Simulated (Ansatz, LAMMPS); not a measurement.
# Static equation of state of glassy B2O3 (150 atoms)

Density of this cell: 2.01 g/cm³. The cell holds 150 atoms: 60 B and 90 O. Cell: a = 11.375 Å, b = 12.170 Å, c = 12.471 Å, α = 90.6°, β = 91.5°, γ = 89.4°. The starting structure: 150 atoms (60 B, 90 O) placed at random at 1.93 g/cm³, melted at 3000 K for 20 ps at fixed volume with the Buckingham and Coulomb pair potential of Guillot and Sator (Geochim. Cosmochim. Acta 71, 1249 (2007)) with the boron terms of Wang et al. (J. Non-Cryst. Solids 498, 294 (2018)). Quenched from 3000 K to 300 K at 100 K/ps and fixed volume, held 10 ps at zero pressure.

Calculated with Ansatz 0.2.0: Kohn-Sham DFT, PBE, PAW (set soft_2), plane waves; cutoff 420 eV, Γ point, fixed occupations. Cell and atoms were relaxed first, to V0 = 11.504 Å³ an atom at a residual P0 = 0.006 GPa. The cell was then scaled evenly, and the atoms were relaxed at each volume.

| volume (Å³/atom) | pressure (GPa) |
| --- | --- |
| 10.353 | 4.074 |
| 10.814 | ? |
| 11.159 | 1.102 |
| 11.849 | -1.072 |
| 12.194 | -2.080 |

Task: Fit the third-order Birch–Murnaghan equation to the rows given and interpolate to the withheld row.

**Working.**

Take the Eulerian strain f = ½[(V0/V)^(2/3) − 1] and the normalised pressure F = (P − P0) / [3f(1 + 2f)^(5/2)]. The third-order Birch–Murnaghan equation is then the line F = B0 + (3/2)B0(B′ − 4) f, so u = f and v = F.

```
      u = f  v = F (GPa)
  0.0363829      31.2693
  0.0102568      33.8489
-0.00975655      38.6891
 -0.0190506      40.2143
```

With n = 4: mean u = 0.00445813, mean v = 36.0054, Σ(u − ū)² = 0.0018075, Σ(u − ū)(v − v̄) = -0.30080. Slope b = -0.30080 / 0.0018075 = -166.41; intercept a = v̄ − b ū = 36.747.

So B0 = a = 36.7 GPa and B′ = 4 + 2b/(3a) = 0.981. At the withheld volume f = 0.02106, F = a + b f = 33.24 GPa, and P = P0 + 3f(1 + 2f)^(5/2) F.

Prediction at 10.814: 2.334 GPa. The run gave 2.299 GPa, so the fit is high by 0.035 GPa (1.5 % of the value).

The series isn't one smooth equation of state: even a line fitted to all rows, the withheld one included, misses F by up to 3.2 % and an atom moves over 0.5 Å in some relaxation. B0 and B′ are then only the numbers of this fit, not moduli of the material. Among the rows given, the largest miss of the fit is at 10.353, by 0.075 GPa (1.2 % of the range of the table).

Limits: Static cells at zero temperature; the cell shape is held. The program notes that the SCF threshold of these relaxations is loose for the stress. The quench rate of 100 K/ps is many orders above laboratory rates, so the cell is likely richer in defects and strain than a real sample. The network of bonds at the start is that of the classical potential that made the cell, and needn't be the one that DFT or experiment would give. Only the Γ point is sampled, in a cell whose shortest periodic width is 11 Å.

[Logs are printed without paths, hosts, clocks, repeated set-up lines and the standing remarks that a program may print on its own settings, such as how far it seeks lower states.]

[Hosts, paths, dates, database ids (printed as entryN), source tags and the programs' standing remarks are cut or masked in the printed files.]
